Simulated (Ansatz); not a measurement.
# MgO (Periclase, Fm-3m): zone-centre modes against carrier density

Aim: how far do free carriers move the optical modes of MgO (Periclase, Fm-3m)?

Method: DFT LDA, scalar-relativistic, plane waves, PAW; PAW set soft_1, in Ansatz 0.2.0.

The database entry behind the starting cell differs from later determinations by our own check (about 0.1 % long), so it need not match the best structure at ambient conditions.

### 1. Set-up

Symmetry: Fm-3m, No. 225, cubic system. Conventional cell: a = 4.217 Å, b = 4.217 Å, c = 4.217 Å, α = 90.00°, β = 90.00°, γ = 90.00°. O has 6 Mg at 2.11 Å nearest. Nearest to Mg lie 6 O at 2.11 Å. Farther neighbours and most contacts between anions are not listed.

Coordinates:

```cif
data_structure
_symmetry_space_group_name_H-M 'Fm-3m'
_symmetry_Int_Tables_number 225
_cell_length_a 4.2170
_cell_length_b 4.2170
_cell_length_c 4.2170
_cell_angle_alpha 90.000
_cell_angle_beta 90.000
_cell_angle_gamma 90.000
_cell_volume 74.99
loop_
_atom_site_label
_atom_site_type_symbol
_atom_site_symmetry_multiplicity
_atom_site_Wyckoff_symbol
_atom_site_fract_x
_atom_site_fract_y
_atom_site_fract_z
_atom_site_occupancy
O1 O 4 b 0.50000 0.00000 0.00000 1
Mg1 Mg 4 a 0.00000 0.00000 0.00000 1
```

### 2. Relaxation

Harmonic phonons are second derivatives at a point where the forces vanish, and they are wanted at zero stress, so atoms and cell are relaxed first.

input.yaml

```yaml
crystal:
  lattice:
    - [0.0, 2.1085, 2.1085]
    - [2.1085, 0.0, 2.1085]
    - [2.1085, 2.1085, 0.0]
  atoms:
    - { symbol: O, position: [0.5, 0.5, 0.5] }
    - { symbol: Mg, position: [0.0, 0.0, 0.0] }
kpoints:
  mp_grid: { grid: [10, 10, 10] }
hamiltonian:
  xc: lda
  pseudopotentials: { kind: paw, azcp: { folder: soft_1 }, xc_functional: pbe }
scf:
  occupations: { method: gaussian, width: 0.02 }
output:
  forces: true
  stress: true
  eigenvalues: true
relax:
  adjacent_minimum: "off"
  f_tol: 0.005
  max_steps: 80
  cell: { stress_tol: 0.05 }
```

Started as:

```console
> ansatz run input.yaml --threads 4 --pin off --max-ram 16384MiB --backend cpu --events-out ev --progress --plain --runs-dir out
```

Numbers of over 12 decimals in the logs are rounded to 6 here.

The program printed:

```text
Engine: ansatz 0.2.0, aarch64-unknown-linux-gnu
Pseudopotentials: kind: paw
Pseudopotential: O, paw, valence charge 6, recommended cutoff 420 eV (normal), soft_1/O.paw.azcp
Pseudopotential: Mg, paw, valence charge 10, recommended cutoff 420 eV (normal), soft_1/Mg.paw.azcp
Functional definition: SPW92
  exchange = slater_x
  correlation = pw_c
Crystal: 2 atoms, lattice volume = 18.748 Å³
Basis set: ecut = 420 eV, 339 PW (Γ)
Bands: 12, of which v1, the nominal top of the filled ones, is band 8 counted from 1 (7 counted from 0)
Symmetry: 48 space group operations
Space group: Fm-3m (ITA 225), of the structure as read, at distance tolerance 2.7e-5 Å
k-points: 47 of 1000
Non-local potential: O, projectors of the file, l = 0: 2, l = 1: 2, l = 2: 1
Non-local potential: Mg, projectors of the file, l = 0: 3, l = 1: 2, l = 2: 1
PAW form: soft (Blöchl's): semilocal exchange-correlation on the pseudo side does not see the compensation charge
PAW frozen core: O, regenerated for the run's functional, and the local potential with it (the file was generated under x = pbe(κ = 0.804, μ = 0.219515), c = pbe(β = 0.066725))
PAW frozen core: Mg, regenerated for the run's functional, and the local potential with it (the file was generated under x = pbe(κ = 0.804, μ = 0.219515), c = pbe(β = 0.066725))
PAW one-centre angular grid: O, 110 points (default); XC on 64 Gauss nodes
PAW one-centre angular grid: Mg, 110 points (default); XC on 64 Gauss nodes
Initial density: superposition of atomic densities (chi_scale 0.1, normalization cell, long waves kept (reshape's long-wave potential 0.00 eV rms))
Initial wavefunctions: pseudopotential atomic-orbital guess
Functional: x = slater, c = lda
SCF iter   1: F=—  HF=-2460.095724 eV  |F-HF|=—  |Δ(HF+E_count)|=         —  Δρ=6.83e-2  dr2=4.50e-1  ethr=3.10e-3  ⟨swp⟩=6.0  Hψ=3452  notcnv=0
preconditioner: auto → none  [insulator: Δε(μ)=4.373 eV  Ē_g=18.047 eV  σ=0.020 eV  W_gap=1.00  n_scr=8 (ndim 8)  ℏωp=24.3 eV  f_vac=0.000  D(μ)=0.00/eV (n_scr^D=0)  ε∞_Penn≈2.8]
SCF iter   2: F=—  HF=-2460.027240 eV  |F-HF|=—  |Δ(HF+E_count)|=   6.85e-2  Δρ=2.59e-2  dr2=7.32e-2  ethr=2.81e-3  ⟨swp⟩=2.1  Hψ=1149  notcnv=0
SCF iter   3: F=—  HF=-2460.045714 eV  |F-HF|=—  |Δ(HF+E_count)|=   1.85e-2  Δρ=4.15e-3  dr2=2.09e-3  ethr=4.58e-4  ⟨swp⟩=2.6  Hψ=1007  notcnv=0
SCF iter   4: F=—  HF=-2460.047074 eV  |F-HF|=—  |Δ(HF+E_count)|=   1.36e-3  Δρ=2.75e-4  dr2=9.85e-6  ethr=1.31e-5  ⟨swp⟩=2.0  Hψ=1128  notcnv=0
SCF iter   5: F=—  HF=-2460.047073 eV  |F-HF|=—  |Δ(HF+E_count)|=   7.10e-7  Δρ=1.18e-4  dr2=1.15e-6  ethr=6.16e-8  ⟨swp⟩=2.0  Hψ=938  notcnv=0
SCF iter   6: F=-2460.047072 eV  HF=-2460.047072 eV  |F-HF|=1.91e-8  |Δ(HF+E_count)|=   7.16e-7  Δρ=1.20e-5  dr2=8.12e-9  ethr=6.25e-10  ⟨swp⟩=2.9  Hψ=2284  notcnv=0
SCF 1 converged in 6 iterations: F = -2460.047072 eV  dr2 = 8.12e-9
  greatest PAW one-centre occupation: 1.000 electrons in one spin orbital (limit 2), on the Mg atom at site 1 (counted from 0), in its partial waves of l = 1
relax step   1: F+E_penalty+E_count = -2460.04707235 eV  Δ(F+E_penalty+E_count) = +0.000e0 eV  max|allowed force component| = 7.059e-30 eV/Å  Δτ_max = 0.0000 Å  P = -6.397 GPa  Ω = 18.748 Å³  (6 SCF iters, dr2 threshold 1.00e-7 eV, accepted)
Crystal: 2 atoms, lattice volume = 18.430 Å³
Initial density: handed on by an earlier stage of this run
Initial wavefunctions: those handed on with the density
iter 1 solved again at ethr=3.14e-6 eV; its pass at ethr=3.10e-3 eV (dr2=5.02e-4 eV) is discarded
SCF iter   1: F=—  HF=-2460.058362 eV  |F-HF|=—  |Δ(HF+E_count)|=         —  Δρ=1.94e-3  dr2=4.92e-4  ethr=3.14e-6  ⟨swp⟩=2.1  Hψ=4047  notcnv=0
preconditioner: auto → none  [insulator: Δε(μ)=4.807 eV  Ē_g=18.397 eV  σ=0.020 eV  W_gap=1.00  n_scr=8 (ndim 8)  ℏωp=24.5 eV  f_vac=0.000  D(μ)=0.00/eV (n_scr^D=0)  ε∞_Penn≈2.8]
SCF iter   2: F=—  HF=-2460.058228 eV  |F-HF|=—  |Δ(HF+E_count)|=   1.33e-4  Δρ=6.11e-4  dr2=4.95e-5  ethr=3.07e-6  ⟨swp⟩=2.5  Hψ=737  notcnv=0
SCF iter   3: F=—  HF=-2460.058216 eV  |F-HF|=—  |Δ(HF+E_count)|=   1.29e-5  Δρ=1.02e-4  dr2=9.95e-7  ethr=3.09e-7  ⟨swp⟩=2.1  Hψ=685  notcnv=0
iter 4 did not close the SCF: its close was put off for the readings that it lacked (scf_convergence_deferred on its scf_iter line)
SCF iter   4: F=-2460.058215 eV  HF=-2460.058215 eV  |F-HF|=1.94e-8  |Δ(HF+E_count)|=   4.26e-8  Δρ=1.23e-5  dr2=1.74e-8  ethr=6.22e-9  ⟨swp⟩=2.1  Hψ=927  notcnv=0
iter 5 did not close the SCF: its close was put off for the readings that it lacked (scf_convergence_deferred on its scf_iter line)
SCF iter   5: F=-2460.058215 eV  HF=-2460.058215 eV  |F-HF|=2.14e-10  |Δ(HF+E_count)|=   8.98e-9  Δρ=1.93e-6  dr2=5.00e-10  ethr=1.09e-10  ⟨swp⟩=2.3  Hψ=935  notcnv=0
SCF iter   6: F=-2460.058215 eV  HF=-2460.058215 eV  |F-HF|=2.41e-11  |Δ(HF+E_count)|=  5.32e-11  Δρ=4.63e-7  dr2=1.24e-11  ethr=3.13e-12  ⟨swp⟩=1.1  Hψ=1743  notcnv=0
SCF 2 converged in 6 iterations: F = -2460.058215 eV  dr2 = 1.24e-11
relax step   2: F+E_penalty+E_count = -2460.05821546 eV  Δ(F+E_penalty+E_count) = -1.114e-2 eV  max|allowed force component| = 9.992e-30 eV/Å  Δτ_max = 0.0000 Å  P = -3.723 GPa  Ω = 18.430 Å³  energy of the carried Pulay correction = +1.066e-3 eV  (6 SCF iters, dr2 threshold 2.00e-7 eV, accepted)
Crystal: 2 atoms, lattice volume = 18.005 Å³
iter 1 solved again at ethr=5.83e-6 eV; its pass at ethr=3.10e-3 eV (dr2=9.33e-4 eV) is discarded
SCF iter   1: F=—  HF=-2460.064715 eV  |F-HF|=—  |Δ(HF+E_count)|=         —  Δρ=2.76e-3  dr2=9.83e-4  ethr=5.83e-6  ⟨swp⟩=1.0  Hψ=4141  notcnv=0
preconditioner: auto → none  [insulator: Δε(μ)=5.047 eV  Ē_g=18.672 eV  σ=0.020 eV  W_gap=1.00  n_scr=8 (ndim 8)  ℏωp=24.8 eV  f_vac=0.000  D(μ)=0.00/eV (n_scr^D=0)  ε∞_Penn≈2.8]
SCF iter   2: F=—  HF=-2460.064439 eV  |F-HF|=—  |Δ(HF+E_count)|=   2.77e-4  Δρ=8.50e-4  dr2=9.59e-5  ethr=5.83e-6  ⟨swp⟩=2.4  Hψ=819  notcnv=0
SCF iter   3: F=—  HF=-2460.064415 eV  |F-HF|=—  |Δ(HF+E_count)|=   2.35e-5  Δρ=1.49e-4  dr2=1.96e-6  ethr=6.00e-7  ⟨swp⟩=2.1  Hψ=699  notcnv=0
iter 4 did not close the SCF: its close was put off for the readings that it lacked (scf_convergence_deferred on its scf_iter line)
SCF iter   4: F=-2460.064415 eV  HF=-2460.064415 eV  |F-HF|=1.25e-8  |Δ(HF+E_count)|=   1.46e-7  Δρ=9.54e-6  dr2=1.23e-8  ethr=1.22e-8  ⟨swp⟩=1.4  Hψ=637  notcnv=0
iter 5 did not close the SCF: its close was put off for the readings that it lacked (scf_convergence_deferred on its scf_iter line)
SCF iter   5: F=-2460.064415 eV  HF=-2460.064415 eV  |F-HF|=6.37e-11  |Δ(HF+E_count)|=   2.77e-9  Δρ=2.50e-6  dr2=4.46e-10  ethr=7.70e-11  ⟨swp⟩=2.0  Hψ=931  notcnv=0
SCF iter   6: F=-2460.064415 eV  HF=-2460.064415 eV  |F-HF|=1.36e-12  |Δ(HF+E_count)|=  9.37e-11  Δρ=3.27e-7  dr2=7.57e-12  ethr=2.79e-12  ⟨swp⟩=1.5  Hψ=1435  notcnv=0
SCF 3 converged in 6 iterations: F = -2460.064415 eV  dr2 = 7.57e-12
relax step   3: F+E_penalty+E_count = -2460.06441515 eV  Δ(F+E_penalty+E_count) = -6.200e-3 eV  max|allowed force component| = 3.234e-29 eV/Å  Δτ_max = 0.0000 Å  P = +0.220 GPa  Ω = 18.005 Å³  energy of the carried Pulay correction = +2.521e-3 eV  (6 SCF iters, dr2 threshold 2.00e-7 eV, accepted)
[...]
relax step   4: F+E_penalty+E_count = -2460.06435029 eV  Δ(F+E_penalty+E_count) = +6.486e-5 eV  max|allowed force component| = 3.247e-29 eV/Å  Δτ_max = 0.0000 Å  P = -0.007 GPa  Ω = 18.028 Å³  energy of the carried Pulay correction = +2.440e-3 eV  (6 SCF iters, dr2 threshold 1.21e-7 eV, accepted)
[...]
relax step   5: F+E_penalty+E_count = -2460.06240340 eV  Δ(F+E_penalty+E_count) = +1.947e-3 eV  max|allowed force component| = 2.695e-29 eV/Å  Δτ_max = 0.0000 Å  P = -0.213 GPa  Ω = 18.028 Å³  stress off target by 2.13e-1 GPa  SCF on the basis re-selected at this cell (its energy is not comparable with the rows above)  (6 SCF iters)
[...]
relax step   6: F+E_penalty+E_count = -2460.06249132 eV  Δ(F+E_penalty+E_count) = -8.792e-5 eV  max|allowed force component| = 3.607e-30 eV/Å  Δτ_max = 0.0000 Å  P = -0.001 GPa  Ω = 18.006 Å³  energy of the carried Pulay correction = +7.328e-5 eV  (6 SCF iters, dr2 threshold 1.14e-7 eV, accepted)
iter 1 solved again at ethr=1.17e-7 eV; its pass at ethr=3.10e-3 eV (dr2=1.87e-5 eV) is discarded
SCF iter   1: F=—  HF=-2460.062276 eV  |F-HF|=—  |Δ(HF+E_count)|=         —  Δρ=3.00e-5  dr2=2.32e-8  ethr=1.17e-7  ⟨swp⟩=3.2  Hψ=5129  notcnv=0
preconditioner: auto → none  [insulator: Δε(μ)=5.029 eV  Ē_g=18.656 eV  σ=0.020 eV  W_gap=1.00  n_scr=8 (ndim 8)  ℏωp=24.8 eV  f_vac=0.000  D(μ)=0.00/eV (n_scr^D=0)  ε∞_Penn≈2.8]
SCF iter   2: F=—  HF=-2460.062277 eV  |F-HF|=—  |Δ(HF+E_count)|=   5.00e-7  Δρ=1.34e-5  dr2=3.89e-9  ethr=1.45e-10  ⟨swp⟩=2.1  Hψ=848  notcnv=0
SCF iter   3: F=—  HF=-2460.062277 eV  |F-HF|=—  |Δ(HF+E_count)|=   1.21e-9  Δρ=2.12e-6  dr2=9.38e-11  ethr=2.43e-11  ⟨swp⟩=1.1  Hψ=585  notcnv=0
iter 4 did not close the SCF: its close was put off for the readings that it lacked (scf_convergence_deferred on its scf_iter line)
SCF iter   4: F=-2460.062277 eV  HF=-2460.062277 eV  |F-HF|=0.00e0  |Δ(HF+E_count)|=  4.64e-11  Δρ=1.01e-7  dr2=7.26e-13  ethr=1.00e-12  ⟨swp⟩=1.8  Hψ=672  notcnv=0
iter 5 did not close the SCF: its close was put off for the readings that it lacked (scf_convergence_deferred on its scf_iter line)
SCF iter   5: F=-2460.062277 eV  HF=-2460.062277 eV  |F-HF|=0.00e0  |Δ(HF+E_count)|=    0.00e0  Δρ=1.39e-8  dr2=1.63e-14  ethr=1.00e-12  ⟨swp⟩=1.0  Hψ=564  notcnv=0
iter 6 did not close the SCF: its close was put off for the readings that it lacked (scf_convergence_deferred on its scf_iter line)
SCF iter   6: F=-2460.062277 eV  HF=-2460.062277 eV  |F-HF|=4.55e-13  |Δ(HF+E_count)|=  4.55e-13  Δρ=1.23e-9  dr2=1.29e-16  ethr=1.00e-12  ⟨swp⟩=1.0  Hψ=564  notcnv=0
iter 7 did not close the SCF: its close was put off for the readings that it lacked (scf_convergence_deferred on its scf_iter line)
SCF iter   7: F=-2460.062277 eV  HF=-2460.062277 eV  |F-HF|=4.55e-13  |Δ(HF+E_count)|=    0.00e0  Δρ=8.06e-10  dr2=4.96e-17  ethr=1.00e-12  ⟨swp⟩=1.0  Hψ=564  notcnv=0
SCF iter   8: F=-2460.062277 eV  HF=-2460.062277 eV  |F-HF|=4.55e-13  |Δ(HF+E_count)|=    0.00e0  Δρ=8.37e-11  dr2=5.38e-19  ethr=1.00e-12  ⟨swp⟩=2.1  Hψ=1594  notcnv=0
SCF 7 converged in 8 iterations: F = -2460.062277 eV  dr2 = 5.38e-19
relax step   7: F+E_penalty+E_count = -2460.06227658 eV  Δ(F+E_penalty+E_count) = +2.147e-4 eV  max|allowed force component| = 5.423e-30 eV/Å  Δτ_max = 0.0000 Å  P = -0.007 GPa  Ω = 18.006 Å³  stress off target by 7.20e-3 GPa  SCF on the basis re-selected at this cell (its energy is not comparable with the rows above)  (8 SCF iters)
basis re-selected at this cell: Δ(F+E_penalty+E_count) = +2.147e-4 eV, ΔP = -0.006 GPa vs the last step (what re-selecting the basis moved, of the pressure what is left beyond the Pulay correction that the steps carried, after the strain that the cell walked since its last selection, with what the two solves' SCF thresholds leave and, on support functions, any second-order correction that the steps lacked; it is no m [...]
SCF converged after 8 iterations
Free energy (F): -2460.062277 eV
Harris-Foulkes:  -2460.062277 eV  (|F-HF|=4.55e-13)
Internal energy: -2460.062277 eV  (E = F + TS)
E sigma→0 (E₀):  -2460.062277 eV
Fermi energy:    10.659776 eV
--- Per-component energies (eV) ---
  E_band       = -289.090937
  E_kinetic    = 243.463096
  E_local      = -1668.322485  (includes V_loc(G=0)·N_el)
  E_nonlocal   = 249.449615
  E_hartree    = 551.046925
  E_xc         = -99.496515
  E_vxc        = -128.369697  (∫ρ·V_xc dr)
  E_paw        = -431.150851  (= ΣΔE_a)
  E_vpaw       = -87.406146  (= ΣTr[D̂ρ^β])
  E_aug_tail   = 0.000831  (compensation charges beyond the density's cutoff)
  E_ewald      = -1305.300293
  E_core_change = 0.247401  (= ΣΔE_core)
  E_smearing   = -0.000000  (= −TS)
  E_closure    = -0.000000  (closes the sum)
  Σ components = -2460.062277   (vs F -2460.062277, Δ=0.00e0)
--- Forces (eV/Å), atoms counted from 1 ---
  atom   1  O      0.00000000    -0.00000000     0.00000000
  atom   2  Mg    -0.00000000    -0.00000000    -0.00000000
  max |Σ_I F_I| component: 1.02e-29 eV/Å
--- Stress (GPa, compression-positive) ---
       -0.007198      -0.000000      -0.000000
        0.000000      -0.007198      -0.000000
       -0.000000      -0.000000      -0.007198
  P = ⅓ Tr σ = -0.0072 GPa (-0.072 kbar)
--- Band table (eV; the first three rows and the last of 47) ---
  k-point 0: bands = [... 4 lower, -9.0479, 8.1453, 8.1453, 8.1453, 13.1742, 23.8869, 23.8869, 23.8869]
  k-point 1: bands = [... 4 lower, -8.9265, 7.4816, 8.0728, 8.0728, 13.7921, 22.6480, 24.1372, 24.1372]
  k-point 2: bands = [... 4 lower, -8.5919, 6.1105, 7.8887, 7.8887, 14.9617, 21.1649, 24.6572, 24.6572]
  k-point 46: bands = [... 4 lower, -7.2504, 4.6484, 5.4873, 6.3182, 19.1502, 20.1435, 20.4370, 24.3011]
--- Relaxed structure (5 steps of the walk, 5 accepted, 2 SCFs on fresh bases) ---
  F+E_penalty+E_count = -2460.06227658 eV   max|allowed force component| = 5.423e-30 eV/Å   (the final SCF, on the basis selected at the relaxed cell)
  cell:  # Å, volume = 18.0062 Å³
    - [0, 2.080323, 2.080323]
    - [2.080323, 0, 2.080323]
    - [2.080323, 2.080323, 0]
  atoms:
    - { symbol: O, position: [0.5, 0.5, 0.5] }
    - { symbol: Mg, position: [0, 0, 0] }
```

The job ended after 3.5 s (4 threads of Arm Neoverse N1, shared host; peak memory 0.26 GiB).

The steps of the relaxation:

| step | energy less that of the first step (eV) | largest force component (eV/Å) | pressure (GPa) | volume (Å³) |
| --- | --- | --- | --- | --- |
| 1 | 0.0000 | 0.0000 | -6.40 | 18.75 |
| 2 | -0.0111 | 0.0000 | -3.72 | 18.43 |
| 3 | -0.0173 | 0.0000 | 0.22 | 18.00 |
| 4 | -0.0173 | 0.0000 | -0.01 | 18.03 |
| 5* | -0.0153 | 0.0000 | -0.21 | 18.03 |
| 6 | -0.0154 | 0.0000 | 0.00 | 18.01 |
| 7* | -0.0152 | 0.0000 | -0.01 | 18.01 |

Relaxation steps marked * repeat the geometry before them on a plane-wave basis chosen anew for their cell, so energy and pressure can jump there.

Forces are held to the 48 operations that the run works with; a distortion that breaks them can't arise in this run.

| conventional cell, symmetrised | before | after | change |
| --- | --- | --- | --- |
| a (Å) | 4.217 | 4.161 | -1.3 % |
| b (Å) | 4.217 | 4.161 | -1.3 % |
| c (Å) | 4.217 | 4.161 | -1.3 % |
| volume (Å³/atom) | 9.37 | 9.00 | -4.0 % |

Final coordinates:

```
O Mg
1.0
     0.00000    2.08032    2.08032
     2.08032    0.00000    2.08032
     2.08032    2.08032    0.00000
O Mg
1 1
Direct
  0.50000 0.50000 0.50000
  0.00000 0.00000 0.00000
```

Numbers from this step:

```
pressure          : -0.007198 GPa
gap on the k-mesh : 5.029 eV
volume per atom   : 9.003 Å³
```

In this step the volume went from 9.37 to 9.00 Å³/atom.

### 3. Tight relaxation

Phonons need small forces and stress, so the relaxation is finished with tight tolerances on 12×12×12 k points.

input.yaml, the sections that differ from step 2:

```yaml
crystal:
  lattice:
    - [0.0, 2.0803230009, 2.0803230009]
    - [2.0803230009, 0.0, 2.0803230009]
    - [2.0803230009, 2.0803230009, 0.0]
  atoms:
    - { symbol: O, position: [0.5, 0.5, 0.5] }
    - { symbol: Mg, position: [0.0, 0.0, 0.0] }
kpoints:
  mp_grid: { grid: [12, 12, 12] }
scf:
  occupations: { method: fixed }
relax:
  adjacent_minimum: "off"
  f_tol: 0.001
  max_steps: 60
  cell: { stress_tol: 0.01 }
# hamiltonian, output: as in step 2
```

The program printed:

```text
[...]
Crystal: 2 atoms, lattice volume = 18.006 Å³
Basis set: ecut = 420 eV, 339 PW (Γ)
Bands: 12, of which v1, the nominal top of the filled ones, is band 8 counted from 1 (7 counted from 0)
Symmetry: 48 space group operations
[...]
k-points: 72 of 1728
[...]
k-point 71: bands = [... 4 lower, -7.2430, 5.0450, 5.0450, 6.2762, 19.8489, 19.8489, 20.4674, 23.8944]
--- Relaxed structure (1 steps of the walk, 1 accepted, 1 SCFs on fresh bases) ---
[...]
cell:  # Å, volume = 18.0062 Å³
    - [0.0, 2.0803230009, 2.0803230009]
    - [2.0803230009, 0.0, 2.0803230009]
    - [2.0803230009, 2.0803230009, 0.0]
  atoms:
    - { symbol: O, position: [0.5, 0.5, 0.5] }
    - { symbol: Mg, position: [0.0, 0.0, 0.0] }
[key lines of the parts left out:]
SCF converged after 6 iterations
Free energy (F): -2460.062319 eV
Fermi energy:    8.145263 eV
P = ⅓ Tr σ = -0.0095 GPa (-0.095 kbar)
```

Elapsed: 1.4 s, on 4 threads; peak memory 0.26 GiB.

Little changed from the start: no atom moved by 0.005 Å and no cell edge by 0.1 %.

Numbers from this step:

* pressure: -0.009541 GPa

The forces vanish by symmetry and the pressure is -0.010 GPa, within the tolerances set. The cell now holds 9.00 Å³/atom.

### 4. Ground state of a member: no carriers

The cell of the neutral crystal is kept with no carriers. The bands are sampled on 36×36×36 points with Fermi-Dirac filling of 0.03 eV.

input.yaml, the sections that differ from step 3:

```yaml
kpoints:
  mp_grid: { grid: [36, 36, 36] }
scf:
  occupations: { method: fermi_dirac, width: 0.03 }
# crystal, hamiltonian, output: as in step 3
# relax: removed
```

The program printed:

```text
[...]
Crystal: 2 atoms, lattice volume = 18.006 Å³
Basis set: ecut = 420 eV, 339 PW (Γ)
Bands: 12, of which v1, the nominal top of the filled ones, is band 8 counted from 1 (7 counted from 0)
Symmetry: 48 space group operations
[...]
k-points: 1240 of 46656
[...]
SCF iter   1: F=—  HF=-2460.104853 eV  |F-HF|=—  |Δ(HF+E_count)|=         —  Δρ=6.81e-2  dr2=4.34e-1  ethr=3.10e-3  ⟨swp⟩=6.1  Hψ=91727  notcnv=0
[...]
SCF iter   6: F=-2460.062377 eV  HF=-2460.062377 eV  |F-HF|=4.61e-10  |Δ(HF+E_count)|=   1.66e-8  Δρ=2.45e-6  dr2=5.81e-10  ethr=1.62e-10  ⟨swp⟩=3.1  Hψ=58958  notcnv=0
SCF 1 converged in 6 iterations: F = -2460.062377 eV  dr2 = 5.81e-10
[...]
SCF converged after 6 iterations
Free energy (F): -2460.062377 eV
[...]
Internal energy: -2460.062377 eV  (E = F + TS)
E sigma→0 (E₀):  -2460.062377 eV
Fermi energy:    10.718286 eV
[...]
--- Stress (GPa, compression-positive) ---
       -0.008441      -0.000000       0.000000
       -0.000000      -0.008441      -0.000000
        0.000000      -0.000000      -0.008441
  P = ⅓ Tr σ = -0.0084 GPa (-0.084 kbar)
--- Band table (eV; the first three rows and the last of 1240) ---
  k-point 0: bands = [... 4 lower, -9.0479, 8.1453, 8.1453, 8.1453, 13.1742, 23.8869, 23.8869, 23.8869]
  k-point 1: bands = [... 4 lower, -9.0384, 8.0873, 8.1394, 8.1394, 13.2291, 23.7473, 23.9074, 23.9074]
  k-point 2: bands = [... 4 lower, -9.0099, 7.9212, 8.1223, 8.1223, 13.3853, 23.3930, 23.9679, 23.9679]
  k-point 1239: bands = [... 4 lower, -7.2430, 5.0450, 5.0450, 6.2762, 19.8489, 19.8489, 20.4674, 23.8944]
```

It took 6.4 s on 4 threads; peak memory 0.52 GiB.

The column dr2 measures how far the density is from self-consistency, as an energy; F and HF (Harris–Foulkes) agree once it is small.

The forces vanish by symmetry.

(Continued in part 2 of 2.)

[Logs are printed without paths, hosts, clocks, repeated set-up lines and the standing remarks that a program may print on its own settings, such as how far it seeks lower states.]

[Hosts, paths, dates, database ids (printed as entryN), source tags and the programs' standing remarks are cut or masked in the printed files.]
